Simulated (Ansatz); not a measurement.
# What SrC2 (I4/mmm) distorts into

Aim: this structure of SrC2 (I4/mmm) is to be tested for unstable modes, and one is followed downhill.

Main program and level: Ansatz 0.2.0; DFT LDA, scalar-relativistic, plane waves, PAW.

### 1. The structure

The structure is tetragonal, space group I4/mmm (No. 139). The conventional cell has a = 3.991 Å, b = 3.991 Å, c = 6.684 Å, α = 90.00°, β = 90.00°, γ = 90.00°. Nearest to Sr lie 10 C at 2.72 to 2.89 Å. Nearest to C lie 1 C at 1.25 Å and 5 Sr at 2.72 to 2.89 Å. Farther neighbours are not listed.

### 2. The dispersion

The cell comes from relaxations at this level that are not shown. Stability and thermal properties need the whole zone. Linear response on a 2×2×2 q mesh gives force constants as far as a supercell of that size would, and the tensors from the zone-centre run are typed in so that the long-range dipole term is interpolated apart.

Contents of input.yaml:

```yaml
crystal:
  lattice:
    - [-1.9957096244, 1.9957096244, 3.3421580975]
    - [1.9957096244, -1.9957096244, 3.3421580975]
    - [1.9957096244, 1.9957096244, -3.3421580975]
  atoms:
    - { symbol: Sr, position: [0.0, 0.0, 0.0] }
    - { symbol: C, position: [0.4063730015, 0.4063730015, 0.0] }
    - { symbol: C, position: [0.5936269985, 0.5936269985, 0.0] }
kpoints:
  mp_grid: { grid: [12, 12, 12] }
hamiltonian:
  xc: lda
scf:
  occupations: { method: fixed }
output:
  eigenvalues: true
phonons:
  method: dfpt
  qmesh: [2, 2, 2]
  temperatures: { t_max: 1000, t_step: 50 }
  qpath:
    path:
      - [[0.0, 0.0, 0.0], [0.0, 0.0, 0.5], [0.25, 0.25, 0.25], [0.0, 0.5, 0.0], [0.0, 0.0, 0.0], [0.5, 0.5, -0.5], [0.33914166, 0.66085834, -0.33914166]]
      - [[-0.33914166, 0.33914166, 0.33914166], [0.0, 0.0, 0.0]]
      - [[0.0, 0.0, 0.5], [-0.17828333, 0.17828333, 0.5]]
      - [[0.5, 0.5, -0.17828333], [0.5, 0.5, -0.5]]
    npoints: 10
  non_analytic_term:
    high_frequency_dielectric_tensor: [[3.5568, 0.0, 0.0], [0.0, 3.5568, 0.0], [0.0, 0.0, 4.3253]]
    born_effective_charges:
      - { species: Sr, tensor: [[2.4371, 0.0, 0.0], [0.0, 2.4371, 0.0], [0.0, 0.0, 2.1514]] }
      - { species: C, tensor: [[-1.2185, 0.0, 0.0], [0.0, -1.2185, 0.0], [0.0, 0.0, -1.0757]] }
      - { species: C, tensor: [[-1.2185, 0.0, 0.0], [0.0, -1.2185, 0.0], [0.0, 0.0, -1.0757]] }
    source: "zone-centre run at this cell"
```

Command:

```console
ansatz run input.yaml --threads 4 --pin off --max-ram 7168MiB --backend cpu --events-out ev --progress --plain --runs-dir out
```

Numbers of over 12 decimals in the logs are rounded to 6 here.

The program printed:

```text
Warning: phonons: the dynamical matrix that this run interpolates holds no multipole term above the dipole-dipole one, and a site of this crystal is no centre of inversion, so its interpolated transverse optical and acoustic branches and sound speeds can stay off near Gamma, and the density of states and the thermodynamics with them. What a run solves at a wave vector of phonons.qpoints, Gamma apart, where the deck admits one, is free of this, and under fd what a larger phonons.supercell samples
Engine: ansatz 0.2.0, aarch64-unknown-linux-gnu
Pseudopotentials: kind: paw
Pseudopotential: Sr, paw, valence charge 10, recommended cutoff 420 eV (normal), Sr.paw.azcp
Pseudopotential: C, paw, valence charge 4, recommended cutoff 420 eV (normal), C.paw.azcp
Functional definition: SPW92
  exchange = slater_x
  correlation = pw_c
Crystal: 3 atoms, lattice volume = 53.245 Å³
Basis set: ecut = 420 eV, 1039 PW (Γ), exchange–correlation on 60×60×60 points (8 copies of the dense FFT grid, shifted against one another)
Bands: 13, of which v1, the nominal top of the filled ones, is band 9 counted from 1 (8 counted from 0)
Symmetry: 16 space group operations
k-points: 163 of 1728
Non-local potential: Sr, projectors of the file, l = 0: 3, l = 1: 2, l = 2: 2
Non-local potential: C, projectors of the file, l = 0: 2, l = 1: 2, l = 2: 1
PAW form: soft (Blöchl's): semilocal exchange-correlation on the pseudo side does not see the compensation charge
PAW frozen core: Sr, regenerated for the run's functional, and the local potential with it (the file was generated under x = pbe(κ = 0.804, μ = 0.219515), c = pbe(β = 0.066725))
PAW frozen core: C, regenerated for the run's functional, and the local potential with it (the file was generated under x = pbe(κ = 0.804, μ = 0.219515), c = pbe(β = 0.066725))
PAW one-centre angular grid: Sr, 110 points (default); XC on 64 Gauss nodes
PAW one-centre angular grid: C, 110 points (default); XC on 64 Gauss nodes
Initial density: superposition of atomic densities (neutral atoms: chi_scale 0, normalization atom), corrected by the library's trained network
Initial wavefunctions: pseudopotential atomic-orbital guess
Functional: x = slater, c = lda
SCF iter   1: F=—  HF=-3929.949248 eV  |F-HF|=—  |Δ(HF+E_count)|=         —  Δρ=6.39e-3  dr2=1.85e-2  ethr=1.77e-3  ⟨swp⟩=5.1  Hψ=12413  notcnv=0  defer=239
preconditioner: auto → none  [insulator: Δε(μ)=1.191 eV  Ē_g=13.725 eV  n_scr=14 (ndim 8)  ℏωp=20.4 eV  f_vac=0.000  ε∞_Penn≈3.2]
SCF iter   2: F=—  HF=-3929.943011 eV  |F-HF|=—  |Δ(HF+E_count)|=   6.24e-3  Δρ=2.67e-3  dr2=1.46e-3  ethr=1.03e-4  ⟨swp⟩=2.1  Hψ=4424  notcnv=0  defer=323
SCF iter   3: F=—  HF=-3929.942519 eV  |F-HF|=—  |Δ(HF+E_count)|=   4.92e-4  Δρ=9.78e-4  dr2=2.67e-4  ethr=8.11e-6  ⟨swp⟩=2.4  Hψ=3210  notcnv=0  defer=323
SCF iter   4: F=—  HF=-3929.942421 eV  |F-HF|=—  |Δ(HF+E_count)|=   9.77e-5  Δρ=1.30e-4  dr2=9.41e-6  ethr=1.49e-6  ⟨swp⟩=2.0  Hψ=2756  notcnv=0  defer=241
SCF iter   5: F=—  HF=-3929.942417 eV  |F-HF|=—  |Δ(HF+E_count)|=   4.67e-6  Δρ=2.12e-5  dr2=2.42e-7  ethr=5.23e-8  ⟨swp⟩=2.6  Hψ=3706  notcnv=0  defer=30
SCF iter   6: F=—  HF=-3929.942418 eV  |F-HF|=—  |Δ(HF+E_count)|=   1.45e-6  Δρ=4.20e-6  dr2=4.72e-9  ethr=1.35e-9  ⟨swp⟩=2.2  Hψ=3204  notcnv=0  defer=6
SCF iter   7: F=—  HF=-3929.942418 eV  |F-HF|=—  |Δ(HF+E_count)|=   1.69e-9  Δρ=5.28e-7  dr2=7.89e-11  ethr=2.62e-11  ⟨swp⟩=2.4  Hψ=3015  notcnv=0  defer=6
SCF iter   8: F=—  HF=-3929.942418 eV  |F-HF|=—  |Δ(HF+E_count)|=  9.55e-12  Δρ=1.35e-7  dr2=1.10e-11  ethr=1.00e-12  ⟨swp⟩=9.7  Hψ=14444  notcnv=0
SCF iter   9: F=-3929.942418 eV  HF=-3929.942418 eV  |F-HF|=2.73e-12  |Δ(HF+E_count)|=  9.09e-13  Δρ=3.86e-8  dr2=1.19e-12  ethr=1.00e-12  ⟨swp⟩=6.2  Hψ=8916  notcnv=0
SCF 1 converged in 9 iterations: F = -3929.942418 eV  dr2 = 1.19e-12
  greatest PAW one-centre occupation: 0.987 electrons in one spin orbital (limit 2), on the Sr atom at site 0 (counted from 0), in its partial waves of l = 0
NSCF: frozen V_eff on 163 k-points
NSCF: frozen V_eff on 280 k-points
DFPT response loops at q = (0, 0, 0) (fractional): preconditioner auto → none (the input reference at scf.mixing.eps_inf says where Resta's filter doesn't serve); β = 0.50; Broyden in place of MSR1
NSCF: frozen V_eff on 952 k-points
DFPT response loops at q = (0, 0, -0.5) (fractional): preconditioner auto → Resta (q_TF=auto, 2.277 Å⁻¹)  ε∞=6.9 (no band partly filled); β = 1.00, the filter's whole step (`scf.mixing.beta` (0.50) is not read by the response loops at its default; to damp them type it under 1.00, their step now; it binds the ground state too); Broyden in place of MSR1
NSCF: frozen V_eff on 952 k-points
DFPT response loops at q = (0, -0.5, 0) (fractional): mixed as the last ones told, above
NSCF: frozen V_eff on 560 k-points
DFPT response loops at q = (-0.5, -0.5, -0.5) (fractional): mixed as the last ones told, above
SCF converged after 9 iterations
Free energy (F): -3929.942418 eV
Harris-Foulkes:  -3929.942418 eV  (|F-HF|=2.73e-12)
Internal energy: -3929.942418 eV  (E = F + TS)
E sigma→0 (E₀):  -3929.942418 eV
Fermi energy:    5.107370 eV
--- Per-component energies (eV) ---
  E_band       = -102.509062
  E_kinetic    = 419.847326
  E_local      = -877.858274  (includes V_loc(G=0)·N_el)
  E_nonlocal   = 264.869001
  E_hartree    = 213.206141
  E_xc         = -265.413769
  E_vxc        = -278.302301  (∫ρ·V_xc dr)
  E_paw        = -2779.848718  (= ΣΔE_a)
  E_vpaw       = -57.477099  (= ΣTr[D̂ρ^β])
  E_aug_tail   = 0.000014  (compensation charges beyond the density's cutoff)
  E_ewald      = -905.163940
  E_core_change = 0.419800  (= ΣΔE_core)
  E_smearing   = -0.000000  (= −TS)
  E_closure    = 0.000000  (closes the sum)
  Σ components = -3929.942418   (vs F -3929.942418, Δ=0.00e0)
--- Band table (eV; the first three rows and the last of 163) ---
  k-point 0: bands = [... 5 lower, 2.7291, 2.9196, 4.2023, 4.2023, 8.4347, 8.4347, 9.5300, 10.6625]
  k-point 1: bands = [... 5 lower, 2.7003, 2.8532, 4.0329, 4.1535, 8.2263, 8.7242, 9.8080, 10.9361]
  k-point 2: bands = [... 5 lower, 2.5832, 2.7063, 3.8335, 4.0482, 7.7418, 9.5128, 10.5728, 11.4016]
  k-point 162: bands = [... 5 lower, 1.4843, 3.8239, 3.8239, 5.0781, 8.2331, 11.3468, 11.9908, 11.9908]
--- Phonons (Γ-DFPT): 4 representative perturbations + reference (Σ response iterations 12) ---
  ASR residual: 3.703e-5 → 0.000e0 eV/Å²; symmetrization residual: 8.783e-7 eV/Å²
  ASR residual per site (eV/Å²): 3.70e-5 3.12e-5 3.12e-5
  Γ frequencies (cm⁻¹): 0.00 0.00 0.00 206.76 206.76 244.94 244.94 253.70 1891.61
--- Phonons (arbitrary-q DFPT): 4 irreducible q on the 2×2×2 mesh ---
  q = [0.0000, 0.0000, 0.0000] (star 1, of the zone-centre solve; hermiticity 2.19e-8, symmetrization 2.09e-16): -0.00 -0.00 0.00 206.76 206.76 244.94 244.94 253.70 1891.61
  q = [0.0000, 0.0000, -0.5000] (star 2, 4 solved perturbations in 1512 linear systems a pass and spin channel, the states on 476 of 1728 k-point pairs; hermiticity 3.13e-8, symmetrization 8.15e-15): -130.44 60.14 103.47 134.32 219.41 256.80 283.33 291.31 1894.24
  q = [0.0000, -0.5000, 0.0000] (star 4, 6 solved perturbations on 476 of 1728 k-point pairs; hermiticity 2.81e-8, symmetrization 3.22e-15): 96.82 103.27 135.90 161.92 234.75 244.68 244.82 311.75 1892.75
  q = [-0.5000, -0.5000, -0.5000] (star 1, 4 solved perturbations in 886 linear systems a pass and spin channel, the states on 280 of 1728 k-point pairs; hermiticity 3.62e-8, symmetrization 6.42e-15): 31.00 31.00 71.98 71.98 119.85 248.98 248.98 261.28 1898.04
  sum rule: each row above includes the acoustic sum rule's correction from the zone centre's row sums; it moved no ω² by more than (0.84 cm⁻¹)²
  mesh force constants: q→R imaginary residual 1.49e-18; ASR residual 3.703e-5 → 0.000e0 eV/Å²; symmetrization residual 2.842e-14 eV/Å²
  interpolated dispersion: 95 rows × 9 modes
  density of states and harmonic sums: on the 18×18×22 q-mesh, interpolated from the force constants of a 2×2×2 supercell (with the dipole–dipole term of supplied tensors)
  largest difference from the sums on the solved wave vectors: F 3.61e-2 eV, S 5.34e-5 and C_V 1.71e-5 eV/K
  zero-point energy: 0.204792 eV/cell   skipped modes (ω ≤ 0): 834, of them read as no rigid motion or as one in doubt: 831 (4.254e-1 modes/cell left out, lowest -130.44 cm⁻¹)   left out of the sums: 4.73e-2 of the cell's modes: C_V's classical limit lies that fraction below 3 k_B per atom; for a crystal, a wire or a layer, F and S can be off by more, and a phonons.interpolated_qmesh denser along its periods is the remedy for the sampling
```

Run time: 86 s. Hardware: 4 threads of Arm Neoverse V1, shared host; peak memory 1 GiB.

Numbers from this step:

```yaml
gap_on_the_k_mesh: 1.276 eV
volume_per_atom: 17.75 Å³
sum_rule_residual_before_enforcement: 3.70e-5 eV/Å²
lowest_frequency_on_the_path: -130.4 cm⁻¹
point_group: 4/mmm
highest_frequency_on_the_path_or_at_a_solved_wavevector: 1898 cm⁻¹
highest_optical_mode_at_the_zone_centre_no_lo_to_term: 1892 cm⁻¹
lowest_optical_zone_centre_mode: 206.8 cm⁻¹
lowest_mode_on_the_q_mesh_acoustic_modes_at_gamma_apart: -130.4 cm⁻¹
```

Frequencies (cm⁻¹) solved at each irreducible wavevector; negative means imaginary. Frequencies by wavevector, by row:

```tsv
q in reciprocal lattice units	star	mode 1	mode 2	mode 3	mode 4	mode 5	mode 6	mode 7	mode 8	mode 9
0 0 0	1	0	0	0	206.8	206.8	244.9	244.9	253.7	1892
0 0 -0.5	2	-130.4	60.1	103.5	134.3	219.4	256.8	283.3	291.3	1894
0 -0.5 0	4	96.8	103.3	135.9	161.9	234.8	244.7	244.8	311.8	1893
-0.5 -0.5 -0.5	1	31	31	72	72	119.8	249	249	261.3	1898
```

Interpolated from a 2×2×2 q mesh, rough between the solved points, with the LO-TO term (at Γ the limit along the path; where Γ stands inside the path, tables give the limit on arrival). The phonon branches at the labelled points (cm⁻¹):

```tsv
point	branch 1	branch 2	branch 3	branch 4	branch 5	branch 6	branch 7	branch 8	branch 9
Γ	0	0	0	207	245	245	254	353	1892
halfway	20	84	137	159	219	262	275	313	1894
X	-130	60	104	134	219	257	283	291	1894
halfway	-108	92	101	140	200	257	286	292	1893
P	20	20	130	163	163	256	290	290	1891
halfway	84	86	120	154	198	252	275	300	1892
N	97	103	136	162	235	245	245	312	1893
halfway	72	84	89	187	222	238	259	334	1892
Γ	0	0	0	207	242	245	245	349	1892
halfway	-73	-73	149	165	165	252	252	297	1892
M	31	31	72	72	120	249	249	261	1898
halfway	51	69	74	104	137	248	255	263	1898
S	56	81	122	148	179	242	266	270	1897
jump to S0	56	81	122	148	179	242	266	270	1897
halfway	37	96	126	209	212	231	271	328	1894
Γ	0	0	0	207	245	245	254	353	1892
jump to X	-130	60	104	134	219	257	283	291	1894
halfway	-122	63	113	132	222	257	282	284	1895
R	-97	70	124	126	228	249	268	276	1896
jump to G′	-97	70	124	126	228	249	268	276	1896
halfway	-32	79	95	108	168	245	260	263	1898
M	31	31	72	72	120	249	249	261	1898
```

The phonon branches as a text plot (rows in cm⁻¹; labels by their first letter):

```
   1856 |********************************************************
   1771 |
   1687 |
   1602 |
   1518 |
   1433 |
   1349 |
   1264 |
   1180 |
   1095 |
   1011 |
    926 |
    842 |
    757 |
    673 |
    588 |
    503 |
    419 |
    334 |******        *****************         *******
    250 |********************************************************
    165 |*  ******************************* ********************
     81 | ************ ************  *   ************** *********
     -4 |******      **           ****    **       *****      ***
    -88 |      ******                 ****              ******
         Γ        X  P      N      Γ       M  S|S     Γ|X R|G   M
```

Symmetry leaves 4 wavevectors to solve. The lowest mode among them, the acoustic zeros apart, lies at q = (0, 0, -0.5) and is imaginary, 130.4i cm⁻¹, so the energy falls along it.

### 3. The mode frozen in, largest atomic shift 0 Å

The mode followed lies at q = (0, 0, -0.5) with frequency 130.4i cm⁻¹, the softest among the wavevectors solved. At small amplitude the distorted cell has space group no. 64 by a symmetry search on the positions. The undistorted cell that holds it gives the zero of energy on the same k mesh.

System of this step: SrC2. Symmetry: I4/mmm, No. 139, tetragonal system. The conventional cell has a = 3.991 Å, b = 3.991 Å, c = 6.684 Å, α = 90.00°, β = 90.00°, γ = 90.00°. Nearest to Sr lie 10 C at 2.72 to 2.89 Å. Nearest to C lie 1 C at 1.25 Å and 5 Sr at 2.72 to 2.89 Å. Farther neighbours are not listed.

Contents of input.yaml:

```yaml
crystal:
  lattice:
    - [-1.9957096244, 1.9957096244, 3.3421580975]
    - [1.9957096244, -1.9957096244, 3.3421580975]
    - [3.9914192488, 3.9914192488, 0.0]
  atoms:
    - { symbol: Sr, position: [0.5, 0.5, 0.5] }
    - { symbol: Sr, position: [0.0, 0.0, 0.0] }
    - { symbol: C, position: [0.9063730015, 0.9063730015, 0.5] }
    - { symbol: C, position: [0.4063730015, 0.4063730015, 0.0] }
    - { symbol: C, position: [0.0936269985, 0.0936269985, 0.5] }
    - { symbol: C, position: [0.5936269985, 0.5936269985, 0.0] }
kpoints:
  mp_grid: { grid: [6, 6, 6] }
hamiltonian:
  xc: lda
scf:
  occupations: { method: gaussian, width: 0.02 }
output:
  forces: true
  stress: true
  eigenvalues: true
```

The program printed:

```text
[...]
Crystal: 6 atoms, lattice volume = 106.491 Å³
Basis set: ecut = 420 eV, 2085 PW (Γ)
Bands: 24, of which v1, the nominal top of the filled ones, is band 18 counted from 1 (17 counted from 0)
Symmetry: 16 space group operations
[...]
k-points: 52 of 216
[...]
k-point 0: bands = [... 14 lower, 3.8933, 4.2024, 4.2024, 4.2216, 6.3834, 8.4347, 8.4347, 9.5300, ... 1 higher]
  k-point 1: bands = [... 14 lower, 3.8938, 4.0330, 4.1536, 4.1751, 6.4809, 8.2263, 8.7242, 9.8080, ... 1 higher]
  k-point 2: bands = [... 14 lower, 3.8336, 3.9074, 4.0358, 4.0483, 6.7655, 7.7418, 9.5128, 10.5728, ... 1 higher]
  k-point 51: bands = [... 14 lower, 3.3516, 3.3516, 4.7324, 4.7324, 9.0756, 9.0756, 10.6272, 10.6272, ... 1 higher]
[key lines of the parts left out:]
SCF converged after 6 iterations
Free energy (F): -7859.884857 eV
Fermi energy:    5.736979 eV
P = ⅓ Tr σ = -0.0002 GPa (-0.002 kbar)
```

It took 1.9 s on 4 threads; peak memory 0.4 GiB; 6.9 s of CPU time.

Numbers from this step:

```
pressure                         : -1.62e-4 GPa
gap on the k-mesh                : 1.293 eV
energy from the undistorted cell : 0 meV/atom
```

At this level the gap is 1.29 eV on the k-mesh of the self-consistent run, which can miss the band edges.

### 4. The mode frozen in, largest atomic shift 0.04 Å

The atoms are moved along the unstable eigenvector, the largest shift by 0.04 Å, with the cell fixed.

input.yaml, the sections that differ from step 3:

```yaml
crystal:
  lattice:
    - [-1.9957096244, 1.9957096244, 3.3421580975]
    - [1.9957096244, -1.9957096244, 3.3421580975]
    - [3.9914192488, 3.9914192488, 0.0]
  atoms:
    - { symbol: Sr, position: [0.5, 0.5, 0.5] }
    - { symbol: Sr, position: [0.0, 0.0, 0.0] }
    - { symbol: C, position: [0.9063730015, 0.9063730015, 0.5070862692] }
    - { symbol: C, position: [0.4063730015, 0.4063730015, -0.0070862692] }
    - { symbol: C, position: [0.0936269985, 0.0936269985, 0.4929137308] }
    - { symbol: C, position: [0.5936269985, 0.5936269985, 0.0070862692] }
# kpoints, hamiltonian, scf, output: as in step 3
```

The program printed:

```text
[...]
Crystal: 6 atoms, lattice volume = 106.491 Å³
Basis set: ecut = 420 eV, 2085 PW (Γ)
Bands: 24, of which v1, the nominal top of the filled ones, is band 18 counted from 1 (17 counted from 0)
Symmetry: 8 space group operations
[...]
k-points: 52 of 216
[...]
k-point 0: bands = [... 14 lower, 3.8999, 4.2115, 4.2123, 4.2223, 6.3765, 8.4250, 8.4306, 9.5281, ... 1 higher]
  k-point 1: bands = [... 14 lower, 3.9004, 4.0419, 4.1622, 4.1770, 6.4746, 8.2223, 8.7138, 9.8062, ... 1 higher]
  k-point 2: bands = [... 14 lower, 3.8410, 3.9141, 4.0397, 4.0560, 6.7602, 7.7378, 9.4981, 10.5715, ... 1 higher]
  k-point 51: bands = [... 14 lower, 3.3576, 3.3576, 4.7300, 4.7300, 9.0785, 9.0785, 10.6003, 10.6003, ... 1 higher]
[key lines of the parts left out:]
SCF converged after 6 iterations
Free energy (F): -7859.886595 eV
Fermi energy:    5.724241 eV
P = ⅓ Tr σ = -0.2378 GPa (-2.378 kbar)
```

Run time: 1.9 s. Hardware: 4 threads; peak memory 0.41 GiB.

This step gave:

| Quantity | Value |
| --- | --- |
| pressure | -0.2378 GPa |
| gap on the k-mesh | 1.305 eV |
| energy from the undistorted cell | -0.29 meV/atom |

The energy, extrapolated to zero smearing, is -0.29 meV/atom against the undistorted cell.

The run ends at a pressure of -0.24 GPa, with forces up to 0.20 eV/Å.

### 5. Energy along the mode, all amplitudes (two of the runs are shown above)

An imaginary frequency means negative curvature, so the energy should fall and then rise again as anharmonic terms take over.

This step gave:

| Quantity | Value |
| --- | --- |
| depth at the lowest point sampled | 0.29 meV/atom |
| largest atomic shift at that point | 0.04 Å |

The energy from the parent by largest atomic shift:

```tsv
largest atomic shift (Å)	energy from the parent (meV/atom)
0.0000	0
0.0400	-0.29
0.0800	0.114
0.1400	9.95
```

Displacement at unit largest shift by atom:

```tsv
atom	x (Å)	y (Å)	z (Å)	size
Sr1	0.000	0.000	0.000	0.000
Sr2	0.000	0.000	0.000	0.000
C3	0.707	0.707	0.000	1.000
C4	-0.707	-0.707	0.000	1.000
C5	-0.707	-0.707	0.000	1.000
C6	0.707	0.707	0.000	1.000
```

The lowest of the steps tried is at 0.04 Å, 0.29 meV/atom below the parent; the bottom of the well need not coincide with a step.

[end of part 1 of 2]

[Logs are printed without paths, hosts, clocks, repeated set-up lines and the standing remarks that a program may print on its own settings, such as how far it seeks lower states.]

[Hosts, paths, dates, database ids (printed as entryN), source tags and the programs' standing remarks are cut or masked in the printed files.]
